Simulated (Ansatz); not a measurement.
# Li on Mo(100): change of the work function

How does Li on the hollow site change the work function of Mo(100) as the layer fills?

Calculated with Ansatz 0.2.0; plane-wave DFT, LDA, Ansatz PAW, in the first sound run; inputs show where later runs differ.

## (1) Set-up

The cell holds 5 atoms: 5 Mo. Cell: a = 3.150 Å, b = 3.150 Å, c = 24.300 Å, α = 90.0°, β = 90.0°, γ = 90.0°. Vacuum lies along c.

## (2) The clean slab

The bare slab comes first, as the zero from which every change is counted. The two lowest layers are held at bulk places and the upper ones relax. The dipole correction removes the false field that a one-sided slab makes across the periodic vacuum, so each face gets a flat vacuum level of its own.

File input.yaml:

```yaml
crystal:
  lattice:
    - [3.15, 0.0, 0.0]
    - [0.0, 3.15, 0.0]
    - [0.0, 0.0, 24.3]
  atoms:
    - { symbol: Mo, position: [0.0, 0.0, 0.3703703704] }
    - { symbol: Mo, position: [0.5, 0.5, 0.4351851852] }
    - { symbol: Mo, position: [0.0, 0.0, 0.5] }
    - { symbol: Mo, position: [0.5, 0.5, 0.5648148148] }
    - { symbol: Mo, position: [0.0, 0.0, 0.6296296296] }
kpoints:
  mp_grid: { grid: [10, 10, 1] }
hamiltonian:
  xc: lda
scf:
  occupations: { method: fermi_dirac, width: 0.1 }
  convergence: { dr2_threshold: 1.0e-08 }
efield:
  axis: 3
  dipole_correction: true
  ramp_position: 0.97
  ramp_width: 0.06
relax:
  f_tol: 0.02
  max_steps: 60
  constraints: [{ sites: [0, 1] }]
output:
  write_potential: true
  write_density: true
  volumetric_format: npy
```

Launch:

```
ansatz run input.yaml --threads 4 --pin off --max-ram 12288MiB --backend cpu --events-out ev --progress --plain --runs-dir out
```

Numbers of over 12 decimals in the logs are rounded to 6 here.

The program printed:

```text
Engine: ansatz 0.2.0, aarch64-unknown-linux-gnu
Pseudopotentials: kind: paw
Pseudopotential: Mo, paw, valence charge 14, recommended cutoff 420 eV (normal), Mo.paw.azcp
Functional definition: SPW92
  exchange = slater_x
  correlation = pw_c
Crystal: 5 atoms, lattice volume = 241.117 Å³
Basis set: ecut = 420 eV, 4761 PW (Γ)
Bands: 42, of which v1, the nominal top of the filled ones, is band 35 counted from 1 (34 counted from 0)
Symmetry: 8 space group operations
k-points: 21 of 100
Non-local potential: Mo, projectors of the file, l = 0: 3, l = 1: 2, l = 2: 2, l = 3: 1
PAW form: soft (Blöchl's): semilocal exchange-correlation on the pseudo side does not see the compensation charge
PAW frozen core: Mo, regenerated for the run's functional, and the local potential with it (the file was generated under x = pbe(κ = 0.804, μ = 0.219515), c = pbe(β = 0.066725))
PAW one-centre angular grid: Mo, 590 points (default); XC on 64 Gauss nodes
Initial density: superposition of atomic densities (neutral atoms: chi_scale 0, normalization atom), corrected by the library's trained network
Initial wavefunctions: pseudopotential atomic-orbital guess
Functional: x = slater, c = lda
SCF iter   1: F=—  HF=-24209.219296 eV  |F-HF|=—  |Δ(HF+E_count)|=         —  Δρ=8.62e-3  dr2=5.24e-1  ethr=1.77e-3  p=0.000 e·Å  D=1.23e-14 V/Å  ΔV_dip=-0.00 eV  dr2_dipole=2.15e-8  V_vac-E_F(+/−)=4.30/4.30 eV  ⟨swp⟩=8.4  Hψ=4216  notcnv=0
efield: sawtooth ramp at fractional position 0.9700 (set: `efield.ramp_position`, or a place that a band, a saddle search or an elastic batch's reference lends), width 0.0600; the density the first Hamiltonian is built on has a dipole p = 0.000 e·Å; the dipole correction subtracts the counter field D = 1.23e-14 V/Å, which shifts the + side's vacuum level by -0.00 eV against the − side's; the planar-averaged density in the ramp window peaks in size at 8.8e-6 e/Å³
preconditioner: auto → LDOS  [metal: Δε(μ)=0.013 eV  Ē_g=3.480 eV  σ=0.100 eV  W_gap=0.03  n_scr=44 (ndim 8)  ℏωp=13.1 eV  f_vac=0.585  D(μ)=7.59/eV (n_scr^D=62)  β→1.0]
SCF iter   2: F=—  HF=-24209.191912 eV  |F-HF|=—  |Δ(HF+E_count)|=   2.74e-2  Δρ=4.64e-3  dr2=1.00e-1  ethr=7.49e-4  p=-0.000 e·Å  D=-1.15e-6 V/Å  ΔV_dip=0.00 eV  dr2_dipole=4.73e-8  V_vac-E_F(+/−)=4.26/4.26 eV  ⟨swp⟩=2.2  Hψ=1255  notcnv=0
SCF iter   3: F=—  HF=-24209.182836 eV  |F-HF|=—  |Δ(HF+E_count)|=   9.08e-3  Δρ=1.67e-3  dr2=1.31e-2  ethr=1.43e-4  p=-0.000 e·Å  D=-1.23e-6 V/Å  ΔV_dip=0.00 eV  dr2_dipole=1.46e-9  V_vac-E_F(+/−)=4.27/4.27 eV  ⟨swp⟩=2.0  Hψ=1289  notcnv=0
SCF iter   4: F=—  HF=-24209.181731 eV  |F-HF|=—  |Δ(HF+E_count)|=   1.10e-3  Δρ=3.35e-4  dr2=6.79e-4  ethr=1.88e-5  p=-0.000 e·Å  D=-4.93e-7 V/Å  ΔV_dip=0.00 eV  dr2_dipole=1.00e-11  V_vac-E_F(+/−)=4.28/4.28 eV  ⟨swp⟩=2.3  Hψ=1172  notcnv=0
SCF iter   5: F=—  HF=-24209.181698 eV  |F-HF|=—  |Δ(HF+E_count)|=   3.33e-5  Δρ=1.16e-4  dr2=4.80e-5  ethr=9.69e-7  p=-0.000 e·Å  D=-2.13e-7 V/Å  ΔV_dip=0.00 eV  dr2_dipole=2.26e-11  V_vac-E_F(+/−)=4.28/4.28 eV  ⟨swp⟩=2.2  Hψ=1207  notcnv=0
SCF iter   6: F=—  HF=-24209.181714 eV  |F-HF|=—  |Δ(HF+E_count)|=   1.60e-5  Δρ=4.20e-5  dr2=7.78e-6  ethr=6.86e-8  p=0.000 e·Å  D=6.89e-9 V/Å  ΔV_dip=-0.00 eV  dr2_dipole=1.17e-12  V_vac-E_F(+/−)=4.28/4.28 eV  ⟨swp⟩=2.4  Hψ=1389  notcnv=0
SCF iter   7: F=—  HF=-24209.182030 eV  |F-HF|=—  |Δ(HF+E_count)|=   3.16e-4  Δρ=1.34e-5  dr2=1.18e-6  ethr=1.11e-8  p=0.000 e·Å  D=5.51e-8 V/Å  ΔV_dip=-0.00 eV  dr2_dipole=1.86e-11  V_vac-E_F(+/−)=4.29/4.29 eV  ⟨swp⟩=2.6  Hψ=1532  notcnv=0
SCF iter   8: F=—  HF=-24209.182031 eV  |F-HF|=—  |Δ(HF+E_count)|=   5.19e-7  Δρ=3.86e-6  dr2=8.05e-8  ethr=1.68e-9  p=0.000 e·Å  D=3.39e-8 V/Å  ΔV_dip=-0.00 eV  dr2_dipole=1.60e-12  V_vac-E_F(+/−)=4.29/4.29 eV  ⟨swp⟩=2.3  Hψ=1256  notcnv=0
SCF iter   9: F=—  HF=-24209.182031 eV  |F-HF|=—  |Δ(HF+E_count)|=   9.56e-8  Δρ=1.45e-6  dr2=1.21e-8  ethr=1.43e-11  p=-0.000 e·Å  D=-2.18e-9 V/Å  ΔV_dip=0.00 eV  dr2_dipole=2.17e-12  V_vac-E_F(+/−)=4.29/4.29 eV  ⟨swp⟩=10.5  Hψ=6637  notcnv=0
SCF iter  10: F=-24209.182031 eV  HF=-24209.182031 eV  |F-HF|=2.07e-9  |Δ(HF+E_count)|=   2.50e-9  Δρ=5.38e-7  dr2=3.24e-9  ethr=1.43e-11  p=0.000 e·Å  D=2.69e-9 V/Å  ΔV_dip=-0.00 eV  dr2_dipole=4.42e-14  V_vac-E_F(+/−)=4.29/4.29 eV  ⟨swp⟩=9.4  Hψ=5877  notcnv=0
SCF 1 converged in 10 iterations: F = -24209.182031 eV  dr2 = 3.24e-9
  greatest PAW one-centre occupation: 0.999 electrons in one spin orbital (limit 2), on the Mo atom at site 1 (counted from 0), in its partial waves of l = 0
relax step   1: F+E_penalty+E_count = -24209.18203068 eV  Δ(F+E_penalty+E_count) = +0.000e0 eV  max|allowed force component| = 1.992e0 eV/Å  Δτ_max = 0.0000 Å  (10 SCF iters, accepted)
Initial density: handed on by an earlier stage of this run
Initial wavefunctions: those handed on with the density
iter 1 solved again at ethr=1.11e-3 eV; its pass at ethr=3.10e-3 eV (dr2=7.76e-1 eV) is discarded
SCF iter   1: F=—  HF=-24209.495595 eV  |F-HF|=—  |Δ(HF+E_count)|=         —  Δρ=1.08e-2  dr2=1.00e0  ethr=1.11e-3  p=-0.000 e·Å  D=-2.64e-7 V/Å  ΔV_dip=0.00 eV  dr2_dipole=1.90e-1  V_vac-E_F(+/−)=4.31/4.31 eV  ⟨swp⟩=1.7  Hψ=3256  notcnv=0
efield: sawtooth ramp at fractional position 0.9700 (set: `efield.ramp_position`, or a place that a band, a saddle search or an elastic batch's reference lends), width 0.0600; the density the first Hamiltonian is built on has a dipole p = -0.000 e·Å; the dipole correction subtracts the counter field D = -2.64e-7 V/Å, which shifts the + side's vacuum level by +0.00 eV against the − side's; the planar-averaged density in the ramp window peaks in size at 1.2e-6 e/Å³
preconditioner: auto → LDOS  [metal: Δε(μ)=0.007 eV  Ē_g=3.631 eV  σ=0.100 eV  W_gap=0.02  n_scr=44 (ndim 8)  ℏωp=13.1 eV  f_vac=0.593  D(μ)=6.92/eV (n_scr^D=52)  β→1.0]
SCF iter   2: F=—  HF=-24209.458862 eV  |F-HF|=—  |Δ(HF+E_count)|=   3.67e-2  Δρ=6.12e-3  dr2=2.17e-1  ethr=1.11e-3  p=0.002 e·Å  D=1.43e-3 V/Å  ΔV_dip=-0.03 eV  dr2_dipole=2.58e-3  V_vac-E_F(+/−)=4.25/4.28 eV  ⟨swp⟩=3.0  Hψ=1464  notcnv=0
SCF iter   3: F=—  HF=-24209.443847 eV  |F-HF|=—  |Δ(HF+E_count)|=   1.50e-2  Δρ=3.02e-3  dr2=6.07e-2  ethr=3.10e-4  p=0.001 e·Å  D=1.06e-3 V/Å  ΔV_dip=-0.03 eV  dr2_dipole=5.33e-4  V_vac-E_F(+/−)=4.26/4.28 eV  ⟨swp⟩=2.3  Hψ=1483  notcnv=0
SCF iter   4: F=—  HF=-24209.438703 eV  |F-HF|=—  |Δ(HF+E_count)|=   5.14e-3  Δρ=6.06e-4  dr2=3.40e-3  ethr=8.68e-5  p=0.002 e·Å  D=1.29e-3 V/Å  ΔV_dip=-0.03 eV  dr2_dipole=2.14e-4  V_vac-E_F(+/−)=4.25/4.28 eV  ⟨swp⟩=2.1  Hψ=1201  notcnv=0
[...]
SCF iter   6: F=—  HF=-24209.455322 eV  |F-HF|=—  |Δ(HF+E_count)|=   5.73e-6  Δρ=7.10e-5  dr2=3.51e-5  ethr=4.17e-7  p=0.006 e·Å  D=4.17e-3 V/Å  ΔV_dip=-0.10 eV  dr2_dipole=5.56e-6  V_vac-E_F(+/−)=4.22/4.32 eV  ⟨swp⟩=2.5  Hψ=1558  notcnv=0
SCF iter   7: F=—  HF=-24209.455322 eV  |F-HF|=—  |Δ(HF+E_count)|=   4.24e-7  Δρ=4.13e-5  dr2=1.05e-5  ethr=5.01e-8  p=0.005 e·Å  D=3.49e-3 V/Å  ΔV_dip=-0.08 eV  dr2_dipole=9.11e-7  V_vac-E_F(+/−)=4.23/4.32 eV  ⟨swp⟩=2.7  Hψ=1586  notcnv=0
SCF iter   8: F=—  HF=-24209.455326 eV  |F-HF|=—  |Δ(HF+E_count)|=   3.19e-6  Δρ=1.49e-5  dr2=1.17e-6  ethr=1.50e-8  p=0.004 e·Å  D=3.08e-3 V/Å  ΔV_dip=-0.07 eV  dr2_dipole=1.51e-8  V_vac-E_F(+/−)=4.24/4.31 eV  ⟨swp⟩=2.2  Hψ=1292  notcnv=0
SCF iter   9: F=—  HF=-24209.455641 eV  |F-HF|=—  |Δ(HF+E_count)|=   3.15e-4  Δρ=4.39e-6  dr2=1.56e-7  ethr=1.68e-9  p=0.004 e·Å  D=3.02e-3 V/Å  ΔV_dip=-0.07 eV  dr2_dipole=7.38e-10  V_vac-E_F(+/−)=4.24/4.31 eV  ⟨swp⟩=2.1  Hψ=1177  notcnv=0
SCF iter  10: F=—  HF=-24209.455641 eV  |F-HF|=—  |Δ(HF+E_count)|=   1.25e-7  Δρ=1.93e-6  dr2=2.10e-8  ethr=2.24e-10  p=0.004 e·Å  D=2.99e-3 V/Å  ΔV_dip=-0.07 eV  dr2_dipole=5.23e-11  V_vac-E_F(+/−)=4.24/4.31 eV  ⟨swp⟩=2.6  Hψ=1340  notcnv=0
SCF iter  11: F=-24209.455641 eV  HF=-24209.455641 eV  |F-HF|=7.35e-10  |Δ(HF+E_count)|=   1.11e-8  Δρ=4.82e-7  dr2=1.29e-9  ethr=1.43e-11  p=0.004 e·Å  D=2.98e-3 V/Å  ΔV_dip=-0.07 eV  dr2_dipole=1.05e-10  V_vac-E_F(+/−)=4.24/4.31 eV  ⟨swp⟩=10.0  Hψ=6289  notcnv=0
SCF 3 converged in 11 iterations: F = -24209.455641 eV  dr2 = 1.29e-9
relax step   3: F+E_penalty+E_count = -24209.45564087 eV  Δ(F+E_penalty+E_count) = -1.709e-2 eV  max|allowed force component| = 6.772e-1 eV/Å  Δτ_max = 0.1951 Å  (11 SCF iters, accepted)
[...]
relax step   4: F+E_penalty+E_count = -24209.49377838 eV  Δ(F+E_penalty+E_count) = -3.814e-2 eV  max|allowed force component| = 5.036e-2 eV/Å  Δτ_max = 0.0916 Å  (10 SCF iters, accepted)
SCF iter   1: F=—  HF=-24209.493683 eV  |F-HF|=—  |Δ(HF+E_count)|=         —  Δρ=4.16e-4  dr2=2.04e-3  ethr=3.76e-5  p=0.004 e·Å  D=2.83e-3 V/Å  ΔV_dip=-0.07 eV  dr2_dipole=3.89e-4  V_vac-E_F(+/−)=4.24/4.31 eV  ⟨swp⟩=1.2  Hψ=1233  notcnv=0
efield: sawtooth ramp at fractional position 0.9700 (set: `efield.ramp_position`, or a place that a band, a saddle search or an elastic batch's reference lends), width 0.0600; the density the first Hamiltonian is built on has a dipole p = 0.004 e·Å; the dipole correction subtracts the counter field D = 2.83e-3 V/Å, which shifts the + side's vacuum level by -0.07 eV against the − side's; the planar-averaged density in the ramp window peaks in size at 2.3e-6 e/Å³
preconditioner: auto → LDOS  [metal: Δε(μ)=0.009 eV  Ē_g=3.682 eV  σ=0.100 eV  W_gap=0.02  n_scr=44 (ndim 8)  ℏωp=13.1 eV  f_vac=0.597  D(μ)=6.72/eV (n_scr^D=44)  β→1.0]
SCF iter   2: F=—  HF=-24209.493625 eV  |F-HF|=—  |Δ(HF+E_count)|=   5.82e-5  Δρ=2.31e-4  dr2=3.93e-4  ethr=2.92e-6  p=0.004 e·Å  D=2.82e-3 V/Å  ΔV_dip=-0.07 eV  dr2_dipole=1.21e-5  V_vac-E_F(+/−)=4.24/4.31 eV  ⟨swp⟩=1.5  Hψ=1074  notcnv=0
SCF iter   3: F=—  HF=-24209.493607 eV  |F-HF|=—  |Δ(HF+E_count)|=   1.81e-5  Δρ=1.33e-4  dr2=1.27e-4  ethr=5.62e-7  p=0.004 e·Å  D=2.85e-3 V/Å  ΔV_dip=-0.07 eV  dr2_dipole=7.11e-6  V_vac-E_F(+/−)=4.24/4.31 eV  ⟨swp⟩=2.4  Hψ=1236  notcnv=0
SCF iter   4: F=—  HF=-24209.493596 eV  |F-HF|=—  |Δ(HF+E_count)|=   1.10e-5  Δρ=2.62e-5  dr2=4.86e-6  ethr=1.82e-7  p=0.004 e·Å  D=2.87e-3 V/Å  ΔV_dip=-0.07 eV  dr2_dipole=3.31e-7  V_vac-E_F(+/−)=4.24/4.31 eV  ⟨swp⟩=2.0  Hψ=1150  notcnv=0
SCF iter   5: F=—  HF=-24209.493914 eV  |F-HF|=—  |Δ(HF+E_count)|=   3.18e-4  Δρ=1.37e-5  dr2=1.41e-6  ethr=6.95e-9  p=0.004 e·Å  D=2.88e-3 V/Å  ΔV_dip=-0.07 eV  dr2_dipole=3.99e-8  V_vac-E_F(+/−)=4.24/4.31 eV  ⟨swp⟩=2.0  Hψ=1239  notcnv=0
SCF iter   6: F=—  HF=-24209.493914 eV  |F-HF|=—  |Δ(HF+E_count)|=   4.69e-8  Δρ=3.26e-6  dr2=7.68e-8  ethr=2.02e-9  p=0.004 e·Å  D=2.89e-3 V/Å  ΔV_dip=-0.07 eV  dr2_dipole=2.78e-11  V_vac-E_F(+/−)=4.24/4.31 eV  ⟨swp⟩=2.0  Hψ=1132  notcnv=0
SCF iter   7: F=-24209.493914 eV  HF=-24209.493914 eV  |F-HF|=2.58e-9  |Δ(HF+E_count)|=   2.71e-9  Δρ=9.14e-7  dr2=5.50e-9  ethr=1.43e-11  p=0.004 e·Å  D=2.90e-3 V/Å  ΔV_dip=-0.07 eV  dr2_dipole=4.89e-10  V_vac-E_F(+/−)=4.24/4.31 eV  ⟨swp⟩=8.2  Hψ=6947  notcnv=0
SCF 5 converged in 7 iterations: F = -24209.493914 eV  dr2 = 5.50e-9
relax step   5: F+E_penalty+E_count = -24209.49391393 eV  Δ(F+E_penalty+E_count) = -1.356e-4 eV  max|allowed force component| = 1.555e-2 eV/Å  Δτ_max = 0.0041 Å  (7 SCF iters, accepted)
NSCF: frozen V_eff on 21 k-points
the band table was solved once a step of the walk had ended and its energy, with any forces and stress, was formed, with the checks that follow a solve (4056 applications of the Hamiltonian). They found nothing against the state; the energy, forces and stress were not computed again (output.eigenvalues in the input reference)
WARN: The output density's exchange-correlation potential varies sharply where the density is thin. Do not read a vacuum level from v_tot or v_xc, or from such a field of the output density. On a cell that repeats whose density bears no net charge and no dipole along the vacuum's axis use v_es (v_loc + v_h of the components); under efield.dipole_correction with no amplitude use v_es + v_field, which holds any externa [...]
SCF converged after 7 iterations
Free energy (F): -24209.493914 eV
Harris-Foulkes:  -24209.493914 eV  (|F-HF|=2.58e-9)
Internal energy: -24209.280763 eV  (E = F + TS)
E sigma→0 (E₀):  -24209.387338 eV
Entropy (-TS):   -0.213151 eV (-42.630 meV/atom)
Fermi energy:    3.906984 eV
Dipole field:    D = 0.002931 V/Å  (p = 0.003905 e·Å, saw-weighted, corrected)
Work function:   Φ+ = 4.2410 eV   Φ− = 4.3122 eV
Levels:          The Fermi level and band energies are counted from a zero that moves with the ramp; work functions are not
--- Per-component energies (eV) ---
  E_band       = -1455.493265
  E_kinetic    = 2203.455555
  E_local      = -90346.074987  (includes V_loc(G=0)·N_el)
  E_nonlocal   = 744.214925
  E_hartree    = 43909.371683
  E_xc         = -907.003864
  E_vxc        = -1136.645288  (∫ρ·V_xc dr)
  E_paw        = -15448.453224  (= ΣΔE_a)
  E_vpaw       = -739.203002  (= ΣTr[D̂ρ^β])
  E_aug_tail   = 0.000149  (compensation charges beyond the density's cutoff)
  E_efield     = 0.000006  (sawtooth field / dipole correction)
  E_vefield    = 0.018277  (∫n·V_field dr)
  E_ewald      = 35632.844913
  E_core_change = 2.364081  (= ΣΔE_core)
  E_smearing   = -0.213151  (= −TS)
  E_closure    = -0.000000  (closes the sum)
  Σ components = -24209.493914   (vs F -24209.493914, Δ=0.00e0)
--- Forces (eV/Å), atoms counted from 1 ---
  atom   1  Mo    -0.00000000     0.00000000     1.54403257
  atom   2  Mo    -0.00000000     0.00000000    -1.53780762
  atom   3  Mo     0.00000000     0.00000000    -0.01555062
  atom   4  Mo     0.00000000     0.00000000     0.00752155
  atom   5  Mo     0.00000000     0.00000000     0.00189574
  max |Σ_I F_I| component: 9.16e-5 eV/Å
--- Band table (eV; the first three rows and the last of 21) ---
  k-point 0: bands = [... 31 lower, 3.0845, 3.0845, 3.4337, 3.7950, 3.7950, 3.8218, 3.8244, 3.8765, ... 3 higher]
  k-point 1: bands = [... 31 lower, 3.0015, 3.2274, 3.3757, 3.4329, 3.8368, 4.0633, 4.2007, 4.4977, ... 3 higher]
  k-point 2: bands = [... 31 lower, 2.6864, 3.0608, 3.1370, 3.3005, 4.2585, 4.4174, 4.5877, 4.6187, ... 3 higher]
  k-point 20: bands = [... 31 lower, 3.2048, 3.2048, 5.1635, 5.3883, 5.6814, 5.7051, 5.7051, 6.1190, ... 3 higher]
--- Relaxed structure (5 steps of the walk, 5 accepted, 0 SCFs on fresh bases) ---
  F+E_penalty+E_count = -24209.49391393 eV   max|allowed force component| = 1.555e-2 eV/Å
  atoms:
    - { symbol: Mo, position: [0.0, 0.0, 0.3703703704] }
    - { symbol: Mo, position: [0.5, 0.5, 0.4351851852] }
    - { symbol: Mo, position: [0, 0.0, 0.496329] }
    - { symbol: Mo, position: [0.5, 0.5, 0.562756] }
    - { symbol: Mo, position: [0, 0.0, 0.617039] }
```

Elapsed: 28 s, on 4 threads of Arm Neoverse V1, shared host; peak memory 0.57 GiB.

Relaxation path:

| step | energy less that of the first step (eV) | largest force component (eV/Å) |
| --- | --- | --- |
| 1 | 0.0000 | 1.9915 |
| 2 | -0.2565 | 0.6293 |
| 3 | -0.2736 | 0.6772 |
| 4 | -0.3117 | 0.0504 |
| 5 | -0.3119 | 0.0156 |

Forces are held to the 8 operations that the run works with; a distortion that breaks them can't arise in this run.

The atoms that moved most (Å):

| atom | dx | dy | dz | length |
| --- | --- | --- | --- | --- |
| Mo5 | 0.000 | 0.000 | -0.306 | 0.306 |
| Mo3 | 0.000 | 0.000 | -0.089 | 0.089 |
| Mo4 | 0.000 | 0.000 | -0.050 | 0.050 |

Final coordinates:

```cif
data_structure
_symmetry_space_group_name_H-M 'P 1'
_symmetry_Int_Tables_number 1
_cell_length_a 3.1500
_cell_length_b 3.1500
_cell_length_c 24.3000
_cell_angle_alpha 90.000
_cell_angle_beta 90.000
_cell_angle_gamma 90.000
_cell_volume 241.12
loop_
_atom_site_label
_atom_site_type_symbol
_atom_site_fract_x
_atom_site_fract_y
_atom_site_fract_z
_atom_site_occupancy
Mo1 Mo 0.00000 0.00000 0.37037 1
Mo2 Mo 0.50000 0.50000 0.43519 1
Mo3 Mo 0.00000 0.00000 0.49633 1
Mo4 Mo 0.50000 0.50000 0.56276 1
Mo5 Mo 0.00000 0.00000 0.61704 1
```

This step gave:

- energy at zero smearing: -24209.3873 eV
- work function, upper face: 4.241 eV
- work function, lower face: 4.312 eV
- dipole along the normal: 0.003905 e·Å
- step between the vacuum levels: -0.07121 eV

Running mean over 1.575 Å of the planar mean; the ramp of the sawtooth is left out. The electron's electrostatic potential energy less the Fermi level by z:

| z (Å) | electron's electrostatic potential energy less the Fermi level (eV) |
| --- | --- |
| 3.0 | 4.31 |
| 3.5 | 4.31 |
| 4.0 | 4.31 |
| 4.5 | 4.31 |
| 5.0 | 4.30 |
| 5.5 | 4.29 |
| 6.0 | 4.23 |
| 6.5 | 4.06 |
| 7.0 | 3.57 |
| 7.5 | 2.00 |
| 8.0 | -2.27 |
| 8.5 | -8.01 |
| 9.0 | -11.4 |
| 9.5 | -12.2 |
| 10.0 | -12.4 |
| 10.5 | -12.8 |
| 11.0 | -13.5 |
| 11.5 | -13.6 |
| 12.0 | -13.0 |
| 12.5 | -12.4 |
| 13.0 | -12.3 |
| 13.5 | -13.1 |
| 14.0 | -14.8 |
| 14.5 | -15.0 |
| 15.0 | -12.6 |
| 15.5 | -8.10 |
| 16.0 | -2.17 |
| 16.5 | 2.06 |
| 17.0 | 3.56 |
| 17.5 | 4.02 |
| 18.0 | 4.17 |
| 18.5 | 4.22 |
| 19.0 | 4.23 |
| 19.5 | 4.24 |
| 20.0 | 4.24 |
| 20.5 | 4.24 |
| 21.0 | 4.24 |

The relaxation took 5 steps and lowered the energy by 0.31 eV; the largest force on the free atoms ends at 0.016 eV/Å.

The work function of the upper face is 4.24 eV.

(Continued in part 2 of 5.)

[Logs are printed without paths, hosts, clocks, repeated set-up lines and the standing remarks that a program may print on its own settings, such as how far it seeks lower states.]

[Hosts, paths, dates, database ids (printed as entryN), source tags and the programs' standing remarks are cut or masked in the printed files.]

[Maps of the electrostatic potential energy from Ansatz leave out the sawtooth potential of an applied field or a dipole correction, so their vacuum need not be flat; planar profiles and work functions include it.]
